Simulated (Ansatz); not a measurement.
**BP (F-43m): zone-centre modes against carrier density**

Aim: how far do free carriers move the optical modes of BP (F-43m)?

Main program and level: Ansatz 0.2.0; DFT LDA, scalar-relativistic, plane waves, PAW; PAW set soft_1.

Most raw output is cut from this account.

### 1. Set-up

Symmetry: F-43m, No. 216, cubic system. The conventional cell has a = 4.538 Å, b = 4.538 Å, c = 4.538 Å, α = 90.00°, β = 90.00°, γ = 90.00°. B has 4 P at 1.97 Å nearest. P has 4 B at 1.97 Å nearest. Farther neighbours are not listed.

### 2. Bringing the structure to rest

Harmonic phonons are second derivatives at a point where the forces vanish, and they are wanted at zero stress, so atoms and cell are relaxed first.

Contents of input.yaml:

```yaml
crystal:
  lattice:
    - [0.0, 2.269, 2.269]
    - [2.269, 0.0, 2.269]
    - [2.269, 2.269, 0.0]
  atoms:
    - { symbol: B, position: [0.0, 0.0, 0.0] }
    - { symbol: P, position: [0.75, 0.75, 0.75] }
kpoints:
  mp_grid: { grid: [10, 10, 10] }
hamiltonian:
  xc: lda
  pseudopotentials: { kind: paw, azcp: { folder: soft_1 }, xc_functional: pbe }
scf:
  occupations: { method: gaussian, width: 0.02 }
output:
  forces: true
  stress: true
  eigenvalues: true
relax:
  adjacent_minimum: "off"
  f_tol: 0.005
  max_steps: 80
  cell: { stress_tol: 0.05 }
```

The run is started by

```sh
$ ansatz run input.yaml --threads 8 --pin off --max-ram 16384MiB --backend cpu --events-out ev --progress --plain --runs-dir out
```

The job ended after 2.4 s (8 threads of Arm Neoverse N1, shared host; peak memory 0.3 GiB).

Relaxation path:

```
step  energy less that of the first step (eV)  largest force component (eV/Å)  pressure (GPa)  volume (Å³)
   1                                   0.0000                          0.0000           -5.21        23.36
   2                                  -0.0099                          0.0000           -2.38        22.96
   3                                  -0.0125                          0.0000            0.11        22.63
   4                                  -0.0125                          0.0000            0.00        22.64
  5*                                  -0.0121                          0.0000           -0.03        22.64
```

Relaxation steps marked * repeat the geometry before them on a plane-wave basis chosen anew for their cell, so energy and pressure can jump there.

The run keeps the 24 symmetry operations that it works with, so distortions that break them were not tested.

```csv
"conventional cell, symmetrised",before,after,change
a (Å),4.538,4.491,-1.0 %
b (Å),4.538,4.491,-1.0 %
c (Å),4.538,4.491,-1.0 %
volume (Å³/atom),11.68,11.32,-3.1 %
```

The relaxed structure:

```xyz
2
Lattice="0.0000 2.2454 2.2454 2.2454 0.0000 2.2454 2.2454 2.2454 0.0000" Properties=species:S:1:pos:R:3 pbc="T T T"
B     0.0000    0.0000    0.0000
P     3.3681    3.3681    3.3681
```

This step gave:

```
pressure          : -0.02551 GPa
gap on the k-mesh : 1.150 eV
volume per atom   : 11.32 Å³
```

In this step the volume went from 11.68 to 11.32 Å³/atom.

### 3. Tight relaxation

Phonons need small forces and stress, so the relaxation is finished with tight tolerances on 12×12×12 k points.

input.yaml, the sections that differ from step 2:

```yaml
crystal:
  lattice:
    - [0.0, 2.2454114915, 2.2454114915]
    - [2.2454114915, 0.0, 2.2454114915]
    - [2.2454114915, 2.2454114915, 0.0]
  atoms:
    - { symbol: B, position: [0.0, 0.0, 0.0] }
    - { symbol: P, position: [0.75, 0.75, 0.75] }
kpoints:
  mp_grid: { grid: [12, 12, 12] }
scf:
  occupations: { method: fixed }
relax:
  adjacent_minimum: "off"
  f_tol: 0.001
  max_steps: 60
  cell: { stress_tol: 0.01 }
# hamiltonian, output: as in step 2
```

The job ended after 2.3 s (8 threads; peak memory 0.3 GiB; 13 s of CPU time).

Little changed from the start: no atom moved by 0.005 Å and no cell edge by 0.1 %.

This step gave:

```
pressure          : 6.87e-5 GPa
gap on the k-mesh : 1.144 eV
```

The forces vanish by symmetry and the pressure is 0.000 GPa, within the tolerances set. The cell now holds 11.32 Å³/atom.

### 4. Ground state of a member: no carriers

The cell of the neutral crystal is kept with no carriers. The bands are sampled on 36×36×36 points with Fermi-Dirac filling of 0.03 eV.

input.yaml, the sections that differ from step 3:

```yaml
crystal:
  lattice:
    - [0.0, 2.2452912016, 2.2452912016]
    - [2.2452912016, 0.0, 2.2452912016]
    - [2.2452912016, 2.2452912016, 0.0]
  atoms:
    - { symbol: B, position: [0.0, 0.0, 0.0] }
    - { symbol: P, position: [0.75, 0.75, 0.75] }
kpoints:
  mp_grid: { grid: [36, 36, 36] }
scf:
  occupations: { method: fermi_dirac, width: 0.03 }
# hamiltonian, output: as in step 3
# relax: removed
```

Wall time 7 s (8 threads); peak memory 0.65 GiB; 51 s of CPU time.

The forces vanish by symmetry.

### 5. Modes of this member: no carriers

The force constants come from the linear response of the density to a displacement.

The zone-centre modes follow for no carriers.

Edit input.yaml of step 4 so:

```diff
@@ -16,4 +16,4 @@
 output:
-  forces: true
-  stress: true
   eigenvalues: true
+phonons:
+  method: dfpt
```

Elapsed: 50 s, on 8 threads; peak memory 1.9 GiB.

This step gave:

* sum-rule residual before enforcement: 8.67e-6 eV/Å²
* point group: -43m
* highest optical mode at the zone centre (no LO-TO term): 820.9 cm⁻¹
* lowest optical zone-centre mode: 820.9 cm⁻¹

Without the LO-TO term. Patterns of degenerate modes are one choice out of their space. The modes at Γ (shares of kinetic energy by element, %):

```csv
mode,frequency (cm⁻¹),symmetry,B %,P %
1,0.0,acoustic,26,74
2,0.0,acoustic,26,74
3,0.0,acoustic,26,74
4,820.9,T2,74,26
5,820.9,T2,74,26
6,820.9,T2,74,26
```

Displacements in mode 4 (820.9 cm⁻¹), the largest set to 1:
```
B1   0.00  1.00  0.00
P2   0.00 -0.35  0.00
```

The optical mode without the LO-TO term lies at 820.9 cm⁻¹.

### 6. Ground state of a member: 15 × 10²⁰ electrons per cm³

The cell of the neutral crystal is kept with 15 × 10²⁰ electrons per cm³, balanced by a uniform background. The bands are sampled on 36×36×36 points with Fermi-Dirac filling of 0.03 eV.

Edit input.yaml of step 5 so:

```diff
@@ -8,2 +8,3 @@
     - { symbol: P, position: [0.75, 0.75, 0.75] }
+total_charge: -0.033958
 kpoints:
@@ -16,4 +17,4 @@
 output:
+  forces: true
+  stress: true
   eigenvalues: true
-phonons:
-  method: dfpt
```

The job ended after 7.5 s (8 threads; peak memory 0.66 GiB).

The forces vanish by symmetry.

### 7. Modes of this member: 15 × 10²⁰ electrons per cm³

The zone-centre modes follow for 15 × 10²⁰ electrons per cm³.

Edit input.yaml of step 6 so:

```diff
@@ -17,4 +17,4 @@
 output:
-  forces: true
-  stress: true
   eigenvalues: true
+phonons:
+  method: dfpt
```

It took 53 s on 8 threads; peak memory 2 GiB; 6 min of CPU time.

This step gave:

```
sum-rule residual before enforcement                    : 4.76e-6 eV/Å²
highest optical mode at the zone centre (no LO-TO term) : 809.8 cm⁻¹
lowest optical zone-centre mode                         : 809.8 cm⁻¹
```

Without the LO-TO term. Patterns of degenerate modes are one choice out of their space. The modes at Γ (shares of kinetic energy by element, %):

| mode | frequency (cm⁻¹) | symmetry | B % | P % |
| --- | --- | --- | --- | --- |
| 1 | 0.0 | acoustic | 26 | 74 |
| 2 | 0.0 | acoustic | 26 | 74 |
| 3 | 0.0 | acoustic | 26 | 74 |
| 4 | 809.8 | T2 | 74 | 26 |
| 5 | 809.8 | T2 | 74 | 26 |
| 6 | 809.8 | T2 | 74 | 26 |

The optical mode without the LO-TO term lies at 809.8 cm⁻¹.

### 8. A check on a coarser mesh: 2 × 10²⁰ electrons per cm³

To see what the mesh is worth, the run for 2 × 10²⁰ electrons per cm³ is repeated on 29×29×29 points.

Edit input.yaml of step 7 so:

```diff
@@ -8,5 +8,5 @@
     - { symbol: P, position: [0.75, 0.75, 0.75] }
-total_charge: -0.033958
+total_charge: -0.004528
 kpoints:
-  mp_grid: { grid: [36, 36, 36] }
+  mp_grid: { grid: [29, 29, 29] }
 hamiltonian:
```

The job ended after 29 s (8 threads; peak memory 1.2 GiB; 3.2 min of CPU time).

Numbers from this step:

* sum-rule residual before enforcement: 3.25e-6 eV/Å²
* highest optical mode at the zone centre (no LO-TO term): 819.6 cm⁻¹
* lowest optical zone-centre mode: 819.6 cm⁻¹

The highest mode comes at 819.6 cm⁻¹, against 819.6 cm⁻¹ on 36×36×36 points.

### 9. A check on a coarser mesh: 10 × 10²⁰ electrons per cm³

To see what the mesh is worth, the run for 10 × 10²⁰ electrons per cm³ is repeated on 29×29×29 points.

Edit input.yaml of step 8 so:

```diff
@@ -8,3 +8,3 @@
     - { symbol: P, position: [0.75, 0.75, 0.75] }
-total_charge: -0.004528
+total_charge: -0.022639
 kpoints:
```

It took 29 s on 8 threads; peak memory 1.2 GiB; 3.2 min of CPU time.

Numbers from this step:

| Quantity | Value |
| --- | --- |
| sum-rule residual before enforcement | 2.89e-6 eV/Å² |
| highest optical mode at the zone centre (no LO-TO term) | 813.5 cm⁻¹ |
| lowest optical zone-centre mode | 813.5 cm⁻¹ |

The highest mode comes at 813.5 cm⁻¹, against 813.5 cm⁻¹ on 36×36×36 points.

### 10. All members side by side

The members are set side by side, also those not shown above.

Electrons count positive and holes negative; without the LO-TO term; modes are tracked from the neutral crystal by their patterns, and those within 0.3 cm⁻¹ of each other stand once; the cell of the neutral crystal is kept and the atoms are relaxed where symmetry leaves them free; all runs use 36×36×36 k points and Fermi-Dirac smearing of 0.03 eV. Optical modes along the series:

```
carriers (10²⁰ cm⁻³)  mode 4 T2 (cm⁻¹)
                   0             820.9
                   1             820.3
                   2             819.6
                   4             818.2
                   6             816.6
                  10             813.5
                  15             809.8
```

### 11. Results

```json
{
 "members": "7",
 "mode": "mode 4 T2",
 "its frequency without carriers": "820.89 cm⁻¹",
 "its frequency at 15 × 10²⁰ cm⁻³": "809.84 cm⁻¹"
}
```

In words: At 15 × 10²⁰ electrons per cm³ the optical mode has moved by -11.05 cm⁻¹ from 820.89 cm⁻¹. At 2 and 10 × 10²⁰ cm⁻³ the coarser mesh moves the optical modes by up to 0.03 cm⁻¹, a measure of the error left by the mesh there. The response is adiabatic: the carriers follow the ions at once. Where they cannot, as for a zone-centre mode faster than their scattering, measured shifts differ, and line shapes are not given here. The background stands for dopants without their size, scattering or local bonds, and the cell is that of the neutral crystal, although carriers also change the volume at rest, which would shift the modes as well. In a polar crystal the carriers also screen the field of the longitudinal modes, often the largest effect; only modes without that field are treated here. These are harmonic frequencies of a static lattice, with warm electrons: anharmonic shifts, linewidths and thermal expansion are left out. The PAW files were made for PBE; the program adapts parts of them to the functional of the run, but their partial waves stay those of PBE, an approximation that was not tested in this session. Only the zone centre was solved, so an instability at another wavevector cannot show here.

[Logs are printed without paths, hosts, clocks, repeated set-up lines and the standing remarks that a program may print on its own settings, such as how far it seeks lower states.]

[Hosts, paths, dates, database ids (printed as entryN), source tags and the programs' standing remarks are cut or masked in the printed files.]
